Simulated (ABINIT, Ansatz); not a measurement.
# K2NaScF6 (Fm-3m): G0W0 on several meshes in ABINIT

Aim: the GW shift of K2NaScF6 (Fm-3m) against the k mesh.

Program: ABINIT 10.8.3. Level of theory: LDA and many-body steps on it, plane waves. Results are calculated unless marked as measured.

Report form: the programs' logs are mostly left out.

**1. Starting point**

It takes space group Fm-3m (No. 225, cubic). Conventional cell: a = 8.472 Å, b = 8.472 Å, c = 8.472 Å, α = 90.00°, β = 90.00°, γ = 90.00°. Nearest to K lie 12 F at 3.00 Å. Nearest to Na lie 6 F at 2.25 Å. Nearest to Sc lie 6 F at 1.98 Å. F has 1 Sc at 1.98 Å and 1 Na at 2.25 Å and 4 K at 3.00 Å nearest. Farther neighbours and most contacts between anions are not listed.

Structure file:

```cif
data_structure
_symmetry_space_group_name_H-M 'P 1'
_symmetry_Int_Tables_number 1
_cell_length_a 5.9904
_cell_length_b 5.9904
_cell_length_c 5.9904
_cell_angle_alpha 60.000
_cell_angle_beta 60.000
_cell_angle_gamma 60.000
_cell_volume 152.00
loop_
_atom_site_label
_atom_site_type_symbol
_atom_site_fract_x
_atom_site_fract_y
_atom_site_fract_z
_atom_site_occupancy
K1 K 0.25000 0.25000 0.25000 1
K2 K 0.75000 0.75000 0.75000 1
Na3 Na 0.50000 0.50000 0.50000 1
Sc4 Sc 0.00000 0.00000 0.00000 1
F5 F 0.76580 0.23420 0.23420 1
F6 F 0.23420 0.76580 0.23420 1
F7 F 0.23420 0.76580 0.76580 1
F8 F 0.76580 0.23420 0.76580 1
F9 F 0.23420 0.23420 0.76580 1
F10 F 0.76580 0.76580 0.23420 1
```

The cell and positions come from the Crystallography Open Database and are kept as given unless a step says otherwise.

**2. Empty states on the mesh, 2×2×2 mesh, 541 bands**

This step: ABINIT 10.8.3; DFT, LDA, plane waves, norm-conserving pseudopotentials.

The sums over transitions need many empty states on a uniform mesh; this step solves for them.

Input file run.abi:

```
acell 3*1.0 Angstrom
rprim 
  -0.000000000000 4.235850000000 4.235850000000
  4.235850000000 -0.000000000000 4.235850000000
  4.235850000000 4.235850000000 -0.000000000000
ntypat 4
znucl 19 11 21 9
natom 10
typat 1 1 2 3 4 4 4 4 4 4
xred 
  0.250000000000 0.250000000000 0.250000000000
  0.750000000000 0.750000000000 0.750000000000
  0.500000000000 0.500000000000 0.500000000000
  0.000000000000 0.000000000000 0.000000000000
  0.765800000000 0.234200000000 0.234200000000
  0.234200000000 0.765800000000 0.234200000000
  0.234200000000 0.765800000000 0.765800000000
  0.765800000000 0.234200000000 0.765800000000
  0.234200000000 0.234200000000 0.765800000000
  0.765800000000 0.765800000000 0.234200000000
pp_dirpath "pseudos"
pseudos "K.upf, Na.upf, Sc.upf, F.upf"
ecut 38
ngkpt 2 2 2
nshiftk 1
shiftk 0 0 0
kptopt 1
chksymbreak 0
iscf -2
irdden 1
istwfk *1
nband 541
nbdbuf 48
tolwfr 1e-09
nstep 60
prtvol 0
indata_prefix "in"
outdata_prefix "out"
tmpdata_prefix "tmp"
```

Launch:

```sh
OMP_NUM_THREADS=1 mpirun -n 3 abinit run.abi > log
```

Run time: 10 min. Hardware: 3 MPI ranks of Arm Neoverse V1, shared host; peak memory 0.76 GiB.

Numbers from this step:

```yaml
gap: 6.651 eV
k_of_the_valence_top: 0, 0, 0
k_of_the_conduction_bottom: 0, 0, 0
least_direct_gap: 6.651 eV
k_points_computed: 3
lowest_point_of_the_top_converged_band_above_the_valence_top: 115.2065 eV
```

On this mesh the gap is 6.651 eV.

The density comes from a self-consistent run that is not shown.

**3. Screening, 2×2×2 mesh, 225 bands, screening to 141.5 eV**

The RPA dielectric matrix is built and inverted for each q.

This step: RPA screening on LDA, plane waves, norm-conserving pseudopotentials.

Edit run.abi of step 2 so:

```diff
@@ -28,10 +28,11 @@
 chksymbreak 0
-iscf -2
-irdden 1
 istwfk *1
-nband 541
-nbdbuf 48
-tolwfr 1e-09
-nstep 60
-prtvol 0
+occopt 1
+irdwfk 1
+optdriver 3
+nband 225
+ecuteps 5.2
+inclvkb 2
+awtr 1
+symchi 1
 indata_prefix "in"
```

Launch:

```sh
OMP_NUM_THREADS=1 mpirun -n 4 abinit run.abi > log
```

Run time: 2 min. Hardware: 4 MPI ranks; peak memory 2.6 GiB; 7.9 min of CPU time.

Numbers from this step:

```
ε∞ with local fields, on this mesh, along the program's q direction : 2.061
the same without local fields                                       : 2.275
plasma frequency                                                    : 26.94 eV
plane waves in the screening matrix                                 : 561
```

Local fields lower ε∞ by 9 %. On a Γ-centred mesh this coarse the value itself is usually too large, while a short band sum pulls it down.

**4. 2×2×2**

The self-energy is evaluated for the states that the input lists, and the levels follow from it, in one-shot runs by the linearised quasiparticle equation.

This step: G0W0 on LDA, plane waves, norm-conserving pseudopotentials.

Edit run.abi of step 3 so:

```diff
@@ -31,8 +31,15 @@
 irdwfk 1
-optdriver 3
+optdriver 4
 nband 225
+gwcalctyp 0
+ecutsigx 38
+symsigma 1
+nkptgw 1
+kptgw 
+  0.0000000000 0.0000000000 0.0000000000
+bdgw 
+  38 44
 ecuteps 5.2
-inclvkb 2
-awtr 1
-symchi 1
+irdscr 1
+ppmodel 1
 indata_prefix "in"
```

Run time: 24 s. Hardware: 4 MPI ranks; peak memory 1.9 GiB.

Numbers from this step:

- G0W0 gap on the points computed: 10.41 eV
- starting gap on the mesh: 6.651 eV
- k of the valence top: 0, 0, 0
- k of the conduction bottom: 0, 0, 0
- Z at the valence top: 0.809
- Z at the conduction bottom: 0.896
- least direct G0W0 gap on the computed points: 10.41 eV

The gap on the mesh goes from 6.65 eV to 10.41 eV, a correction of +3.76 eV.

**5. Empty states on the mesh, 4×4×4 mesh, 247 bands**

This step: DFT, LDA, plane waves, norm-conserving pseudopotentials.

Edit run.abi of step 4 so:

```diff
@@ -23,3 +23,3 @@
 ecut 38
-ngkpt 2 2 2
+ngkpt 4 4 4
 nshiftk 1
@@ -28,18 +28,10 @@
 chksymbreak 0
+iscf -2
+irdden 1
 istwfk *1
-occopt 1
-irdwfk 1
-optdriver 4
-nband 225
-gwcalctyp 0
-ecutsigx 38
-symsigma 1
-nkptgw 1
-kptgw 
-  0.0000000000 0.0000000000 0.0000000000
-bdgw 
-  38 44
-ecuteps 5.2
-irdscr 1
-ppmodel 1
+nband 247
+nbdbuf 22
+tolwfr 1e-09
+nstep 60
+prtvol 0
 indata_prefix "in"
```

Elapsed: 4.9 min, on 4 MPI ranks; peak memory 0.74 GiB; 20 min of CPU time.

This step gave:

```yaml
gap: 6.651 eV
k_of_the_valence_top: 0, 0, 0
k_of_the_conduction_bottom: 0, 0, 0
least_direct_gap: 6.651 eV
k_points_computed: 8
lowest_point_of_the_top_converged_band_above_the_valence_top: 62.1699 eV
```

On this mesh the gap is 6.651 eV.

**6. Screening, 4×4×4 mesh, 225 bands, screening to 141.5 eV**

This step: RPA screening on LDA, plane waves, norm-conserving pseudopotentials.

Edit run.abi of step 5 so:

```diff
@@ -28,10 +28,11 @@
 chksymbreak 0
-iscf -2
-irdden 1
 istwfk *1
-nband 247
-nbdbuf 22
-tolwfr 1e-09
-nstep 60
-prtvol 0
+occopt 1
+irdwfk 1
+optdriver 3
+nband 225
+ecuteps 5.2
+inclvkb 2
+awtr 1
+symchi 1
 indata_prefix "in"
```

Elapsed: 17 min, on 4 MPI ranks; peak memory 5.4 GiB.

Numbers from this step:

* ε∞ with local fields, on this mesh, along the program's q direction: 2.05
* the same without local fields: 2.264
* plasma frequency: 26.94 eV
* plane waves in the screening matrix: 561

**7. 4×4×4**

This step: G0W0 on LDA, plane waves, norm-conserving pseudopotentials.

Edit run.abi of step 6 so:

```diff
@@ -31,8 +31,15 @@
 irdwfk 1
-optdriver 3
+optdriver 4
 nband 225
+gwcalctyp 0
+ecutsigx 38
+symsigma 1
+nkptgw 1
+kptgw 
+  0.0000000000 0.0000000000 0.0000000000
+bdgw 
+  38 44
 ecuteps 5.2
-inclvkb 2
-awtr 1
-symchi 1
+irdscr 1
+ppmodel 1
 indata_prefix "in"
```

Wall time 57 s (4 MPI ranks); peak memory 4.1 GiB.

Numbers from this step:

```
G0W0 gap on the points computed              : 10.56 eV
starting gap on the mesh                     : 6.651 eV
k of the valence top                         : 0, 0, 0
k of the conduction bottom                   : 0, 0, 0
Z at the valence top                         : 0.805
Z at the conduction bottom                   : 0.893
least direct G0W0 gap on the computed points : 10.56 eV
```

Against G0W0 in ABINIT (2×2×2 mesh, 225 bands, screening to 141.5 eV, Godby-Needs plasmon pole), the gap moves by +0.151 eV.

**8. Side by side**

Times are wall times on 4 MPI ranks of Arm Neoverse V1, shared host, good to a factor of about two. A run's time includes the screening step that it read.

| run | mesh | bands | screening cutoff (eV) | DFT gap (eV) | gap on the mesh (eV) | direct (eV) | ε∞ used | time |
| --- | --- | --- | --- | --- | --- | --- | --- | --- |
| 2×2×2 | 2×2×2 | 225 | 141.5 | 6.651 | 10.407 | 10.407 | 2.06 | 2.4 min |
| 4×4×4 | 4×4×4 | 225 | 141.5 | 6.651 | 10.558 | 10.558 | 2.05 | 18 min |

**9. Outcome**

```json
{"2×2×2": "10.407 eV", "4×4×4": "10.558 eV", "known limits": "not at the basis limit; coarse k mesh"}
```

What this shows: 4×4×4: +0.151 eV against 2×2×2. Bands and cutoff are finite, so the gap is not at the basis limit. The miss can reach some tenths of an eV and take either sign; the mesh is an error of its own. In the G0W0 runs levels were corrected at 1 k point alone, so a gap called «on the mesh» is the least over those, and an edge elsewhere would be missed. The 2×2×2 mesh is coarse for this cell, which bears on the long-range parts of exchange and screening.

[Paths, hosts, dates, memory and timing lines, banners, echoed tables and standing remarks are left out of the program output.]

[Logs are printed without paths, hosts, clocks, repeated set-up lines and the standing remarks that a program may print on its own settings, such as how far it seeks lower states.]

[Runs of the session that timed out or met a known fault of the program may be left out.]

[Hosts, paths, dates, database ids (printed as entryN), source tags and the programs' standing remarks are cut or masked in the printed files.]

[G0W0 gaps are taken among the corrected bands and points alone; a level outside them can change the order at an edge.]

[Where Ansatz stands beside ABINIT at settings called matched, ABINIT's density can come from a denser mesh and the files from another edition; pairs whose starting gaps differed by over 0.03 eV were left out, so agreement reads better than it is.]
